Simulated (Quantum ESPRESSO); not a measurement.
# Pb (Lead): phonons by linear response

How does Pb (Lead) vibrate, and is this structure a minimum?

Method: DFT PBE, scalar-relativistic, plane waves, PseudoDojo norm-conserving pseudopotentials, in Quantum ESPRESSO 7.5.

**1. The starting structure**

Symmetry: Fm-3m, No. 225, cubic system. The conventional cell has a = 4.950 Å, b = 4.950 Å, c = 4.950 Å, α = 90.00°, β = 90.00°, γ = 90.00°. Nearest to Pb lie 12 Pb at 3.50 Å.

**2. A first look**

A cheap run with smearing and empty bands tells whether the crystal has a gap, which decides between fixed occupations and smearing later on.

probe.in reads:

```
&CONTROL
  calculation = 'scf'
  prefix      = 'x'
  outdir      = './tmp'
  pseudo_dir  = './pseudo'
  tprnfor     = .true.
  tstress     = .true.
  verbosity   = 'high'
/
&SYSTEM
  ibrav       = 2
  celldm(1)   = 9.35421991
  nat         = 1
  ntyp        = 1
  ecutwfc     = 68.0
  occupations = 'smearing'
  smearing    = 'gaussian'
  degauss     = 0.01
/
&ELECTRONS
  conv_thr         = 1.0d-07
  mixing_beta      = 0.7
  electron_maxstep = 100
/
ATOMIC_SPECIES
 Pb    207.2000  Pb.upf
ATOMIC_POSITIONS crystal
 Pb     0.000000000   0.000000000   0.000000000
K_POINTS automatic
 6 6 6 0 0 0
```

Launch:

```console
OMP_NUM_THREADS=1 mpirun -n 4 pw.x -nk 4 -in probe.in > probe.out
```

Log:

```text
[banners, grids, parts of the stress and lines that vanish by symmetry left out]
Program PWSCF v.7.5
     bravais-lattice index     =            2
     lattice parameter (alat)  =       9.3542  a.u.
[...]
kinetic-energy cutoff     =      68.0000  Ry
     charge density cutoff     =     272.0000  Ry
     scf convergence threshold =      1.0E-07
[...]
Exchange-correlation= PBE
                           (   1   4   3   4   0   0   0)
[...]
48 Sym. Ops., with inversion, found
[...]
(     0          1          0      )
                  (     0          0          1      )
[...]
(  0.0000000  1.0000000  0.0000000 )
                  (  0.0000000  0.0000000  1.0000000 )
[...]
(     1          0         -1      )
                  (     0          0         -1      )
[...]
(  1.0000000  0.0000000  0.0000000 )
                  (  0.0000000 -1.0000000  0.0000000 )
[...]
(     0          1         -1      )
                  (     0          1          0      )
[...]
( -1.0000000  0.0000000  0.0000000 )
                  (  0.0000000  1.0000000  0.0000000 )
[...]
number of k points=    16  Gaussian smearing, width (Ry)=  0.0100
[...]
End of self-consistent calculation
[...]
the Fermi energy is    11.5558 ev
!    total energy              =    -140.75772888 Ry
[...]
convergence has been achieved in   4 iterations
[...]
atom    1 type  1   force =     0.00000000    0.00000000    0.00000000
[...]
Total force =     0.000000     Total SCF correction =     0.000000
[...]
total   stress  (Ry/bohr**3)                   (kbar)     P=       33.35
[...]
XML data file, charge density, pseudopotentials, collected wavefunctions

   JOB DONE.
```

Elapsed: 1.7 s, on 4 MPI ranks of Arm Neoverse V1, shared host.

Numbers from this step:

```
volume per atom   : 30.32 Å³
pressure          : 3.335 GPa
gap on the k-mesh : 0 eV
```

No gap opens on this mesh, so smearing is kept; the start stands at 3.3 GPa.

**3. Relaxation**

The relaxation runs at a cutoff a fifth above that of the response, since stress converges more slowly with the basis than frequencies do. Forces and stress are brought to rest with tight thresholds.

relax.in reads:

```
&CONTROL
  calculation   = 'vc-relax'
  prefix        = 'x'
  outdir        = './tmp'
  pseudo_dir    = './pseudo'
  tprnfor       = .true.
  tstress       = .true.
  forc_conv_thr = 2.0d-05
  etot_conv_thr = 1.0d-07
  nstep         = 40
/
&SYSTEM
  ibrav       = 2
  celldm(1)   = 9.35421991
  nat         = 1
  ntyp        = 1
  ecutwfc     = 82
  occupations = 'smearing'
  smearing    = 'mv'
  degauss     = 0.02
/
&ELECTRONS
  conv_thr         = 1.0d-11
  mixing_beta      = 0.7
  electron_maxstep = 100
/
&IONS
/
&CELL
  press_conv_thr = 0.2
/
ATOMIC_SPECIES
 Pb    207.2000  Pb.upf
ATOMIC_POSITIONS crystal
 Pb     0.000000000   0.000000000   0.000000000
K_POINTS automatic
 12 12 12 0 0 0
```

Launch:

```console
OMP_NUM_THREADS=1 mpirun -n 4 pw.x -nk 4 -in relax.in > relax.out
```

Log:

```text
[banners, grids, parts of the stress and lines that vanish by symmetry left out]
[banner, memory and clock lines left out]
Program PWSCF v.7.5

[...]
kinetic-energy cutoff     =      82.0000  Ry
     charge density cutoff     =     328.0000  Ry
     scf convergence threshold =      1.0E-11
[...]
energy convergence thresh.=      1.0E-07
     force convergence thresh. =      2.0E-05
     press convergence thresh. =      2.0E-01
     Exchange-correlation= PBE
                           (   1   4   3   4   0   0   0)
[...]
48 Sym. Ops., with inversion, found
[...]
number of k points=    72  Marzari-Vanderbilt smearing, width (Ry)=  0.0200
[...]
End of self-consistent calculation
[...]
the Fermi energy is    11.4806 ev
!    total energy              =    -140.76421377 Ry
[...]
convergence has been achieved in   7 iterations
[...]
atom    1 type  1   force =     0.00000000    0.00000000    0.00000000
     Total force =     0.000000     Total SCF correction =     0.000000
[...]
total   stress  (Ry/bohr**3)                   (kbar)     P=       26.79
[...]
number of bfgs steps    =   0
[...]
CELL_PARAMETERS (alat=  9.35421991)
[...]
ATOMIC_POSITIONS (crystal)
Pb               0.0000000000        0.0000000000        0.0000000000
[...]
New effective cutoffs (rho, wfc):  323.70   81.26
[...]
End of self-consistent calculation
[...]
the Fermi energy is    11.2727 ev
!    total energy              =    -140.76465976 Ry
[...]
convergence has been achieved in   5 iterations
[...]
atom    1 type  1   force =     0.00000000    0.00000000    0.00000000
     Total force =     0.000000     Total SCF correction =     0.000000
[...]
total   stress  (Ry/bohr**3)                   (kbar)     P=       20.01
[...]
number of bfgs steps    =   1
[...]
CELL_PARAMETERS (alat=  9.35421991)
[...]
ATOMIC_POSITIONS (crystal)
Pb               0.0000000000        0.0000000000        0.0000000000
[...]
New effective cutoffs (rho, wfc):  320.49   80.45
[...]
End of self-consistent calculation
[...]
the Fermi energy is    11.0484 ev
!    total energy              =    -140.76500925 Ry
[...]
convergence has been achieved in   6 iterations
[...]
atom    1 type  1   force =     0.00000000    0.00000000    0.00000000
     Total force =     0.000000     Total SCF correction =     0.000000
[...]
total   stress  (Ry/bohr**3)                   (kbar)     P=       13.05
[...]
number of bfgs steps    =   2
[...]
CELL_PARAMETERS (alat=  9.35421991)
[...]
ATOMIC_POSITIONS (crystal)
Pb               0.0000000000        0.0000000000        0.0000000000
[...]
New effective cutoffs (rho, wfc):  315.78   79.27
[...]
End of self-consistent calculation
[...]
the Fermi energy is    10.7204 ev
!    total energy              =    -140.76527224 Ry
[...]
convergence has been achieved in   6 iterations
[...]
atom    1 type  1   force =     0.00000000    0.00000000    0.00000000
     Total force =     0.000000     Total SCF correction =     0.000000
[...]
total   stress  (Ry/bohr**3)                   (kbar)     P=        3.48
[...]
number of bfgs steps    =   3
[...]
CELL_PARAMETERS (alat=  9.35421991)
[...]
ATOMIC_POSITIONS (crystal)
Pb               0.0000000000        0.0000000000        0.0000000000
[...]
New effective cutoffs (rho, wfc):  314.05   78.83
[...]
End of self-consistent calculation
[...]
the Fermi energy is    10.6011 ev
!    total energy              =    -140.76529422 Ry
[...]
convergence has been achieved in   6 iterations
[...]
atom    1 type  1   force =     0.00000000    0.00000000    0.00000000
     Total force =     0.000000     Total SCF correction =     0.000000
[...]
total   stress  (Ry/bohr**3)                   (kbar)     P=        0.18
[...]
number of bfgs steps    =   4
[...]
CELL_PARAMETERS (alat=  9.35421991)
[...]
ATOMIC_POSITIONS (crystal)
Pb               0.0000000000        0.0000000000        0.0000000000
[...]
New effective cutoffs (rho, wfc):  313.95   78.81
[...]
End of self-consistent calculation
[...]
the Fermi energy is    10.5946 ev
!    total energy              =    -140.76529428 Ry
[...]
convergence has been achieved in   4 iterations
[...]
atom    1 type  1   force =     0.00000000    0.00000000    0.00000000
     Total force =     0.000000     Total SCF correction =     0.000000
[...]
total   stress  (Ry/bohr**3)                   (kbar)     P=        0.00
[...]
bfgs converged in   6 scf cycles and   5 bfgs steps
[...]
End of BFGS Geometry Optimization
     Final enthalpy           =    -140.7652942785 Ry
     File ./tmp/x.bfgs deleted, as requested
[...]
CELL_PARAMETERS (alat=  9.35421991)
[...]
ATOMIC_POSITIONS (crystal)
Pb               0.0000000000        0.0000000000        0.0000000000
[...]
Final scf calculation at the relaxed structure.
[...]
kinetic-energy cutoff     =      82.0000  Ry
     charge density cutoff     =     328.0000  Ry
     scf convergence threshold =      1.0E-13
[...]
press convergence thresh. =      2.0E-01
     Exchange-correlation= PBE
                           (   1   4   3   4   0   0   0)
[...]
48 Sym. Ops., with inversion, found
[...]
number of k points=    72  Marzari-Vanderbilt smearing, width (Ry)=  0.0200
[...]
c_bands:  1 eigenvalues not converged
     c_bands:  1 eigenvalues not converged
     c_bands:  1 eigenvalues not converged
     c_bands:  1 eigenvalues not converged
     c_bands:  1 eigenvalues not converged
[...]
End of self-consistent calculation
[...]
the Fermi energy is    10.5946 ev
!    total energy              =    -140.76530107 Ry
[...]
convergence has been achieved in   8 iterations
[...]
atom    1 type  1   force =     0.00000000    0.00000000    0.00000000
     Total force =     0.000000     Total SCF correction =     0.000000
[...]
total   stress  (Ry/bohr**3)                   (kbar)     P=        0.01
[...]
XML data file, charge density, pseudopotentials, collected wavefunctions
```

Elapsed: 42 s, on 4 MPI ranks.

Relaxation path:

| step | energy less that of the first step (eV) | largest force (eV/Å) | pressure (GPa) | volume (Å³) |
| --- | --- | --- | --- | --- |
| 1 | 0.0000 | 0.0000 | 2.68 | 30.32 |
| 2 | -0.0061 | 0.0000 | 2.00 | 30.74 |
| 3 | -0.0108 | 0.0000 | 1.31 | 31.20 |
| 4 | -0.0144 | 0.0000 | 0.35 | 31.90 |
| 5 | -0.0147 | 0.0000 | 0.02 | 32.17 |
| 6 | -0.0147 | 0.0000 | 0.00 | 32.18 |
| 7 | -0.0148 | 0.0000 | 0.00 | 32.18 |

| conventional cell, symmetrised | before | after | change |
| --- | --- | --- | --- |
| a (Å) | 4.950 | 5.049 | +2.0 % |
| b (Å) | 4.950 | 5.049 | +2.0 % |
| c (Å) | 4.950 | 5.049 | +2.0 % |
| volume (Å³/atom) | 30.32 | 32.18 | +6.1 % |

The relaxed structure:

```
CELL_PARAMETERS angstrom
-2.52457 0.00000 2.52457
0.00000 2.52457 2.52457
-2.52457 2.52457 0.00000
ATOMIC_POSITIONS crystal
Pb 0.00000 0.00000 0.00000
```

The last row of the table of steps is pw.x's closing run on a basis chosen anew for the final cell, so its energy can jump.

Read from the output:

```
volume per atom : 32.18 Å³
pressure        : 0.001 GPa
```

The volume changes by +6.1 % from the cell with which this run began.

**4. Ground state**

The response is built on this ground state, so it is converged far tighter than an energy would need. Smearing stays on, as the first look found no gap above 0.3 eV.

scf.in reads:

```
&CONTROL
  calculation = 'scf'
  prefix      = 'x'
  outdir      = './tmp'
  pseudo_dir  = './pseudo'
  tprnfor     = .true.
  tstress     = .true.
/
&SYSTEM
  ibrav       = 2
  celldm(1)   = 9.5414759
  nat         = 1
  ntyp        = 1
  ecutwfc     = 68.0
  occupations = 'smearing'
  smearing    = 'mv'
  degauss     = 0.02
/
&ELECTRONS
  conv_thr         = 1.0d-12
  mixing_beta      = 0.7
  electron_maxstep = 100
/
ATOMIC_SPECIES
 Pb    207.2000  Pb.upf
ATOMIC_POSITIONS crystal
 Pb     0.000000000   0.000000000   0.000000000
K_POINTS automatic
 12 12 12 0 0 0
```

Launch:

```console
OMP_NUM_THREADS=1 mpirun -n 4 pw.x -nk 4 -in scf.in > scf.out
```

Log:

```text
[banners, grids, parts of the stress and lines that vanish by symmetry left out]
[banner, memory and clock lines left out]
Program PWSCF v.7.5

[...]
kinetic-energy cutoff     =      68.0000  Ry
     charge density cutoff     =     272.0000  Ry
     scf convergence threshold =      1.0E-12
[...]
Exchange-correlation= PBE
                           (   1   4   3   4   0   0   0)
[...]
48 Sym. Ops., with inversion, found
[...]
number of k points=    72  Marzari-Vanderbilt smearing, width (Ry)=  0.0200
[...]
End of self-consistent calculation
[...]
the Fermi energy is    10.5946 ev
!    total energy              =    -140.76528287 Ry
[...]
convergence has been achieved in   8 iterations
[...]
atom    1 type  1   force =     0.00000000    0.00000000    0.00000000
     Total force =     0.000000     Total SCF correction =     0.000000
[...]
total   stress  (Ry/bohr**3)                   (kbar)     P=        0.07
[...]
XML data file, charge density, pseudopotentials, collected wavefunctions
```

It took 7.1 s on 4 MPI ranks; 28 s of CPU time.

Read from the output:

| Property | Result |
| --- | --- |
| pressure | 0.007000 GPa |

The cell stands at 0.0070 GPa, close enough for phonons.

(Continued in part 2 of 3.)

[Host names and launcher messages were left out of these logs when they were recorded.]

[Logs are printed without paths, hosts, clocks, repeated set-up lines and the standing remarks that a program may print on its own settings, such as how far it seeks lower states.]

[Hosts, paths, dates, database ids (printed as entryN), source tags and the programs' standing remarks are cut or masked in the printed files.]
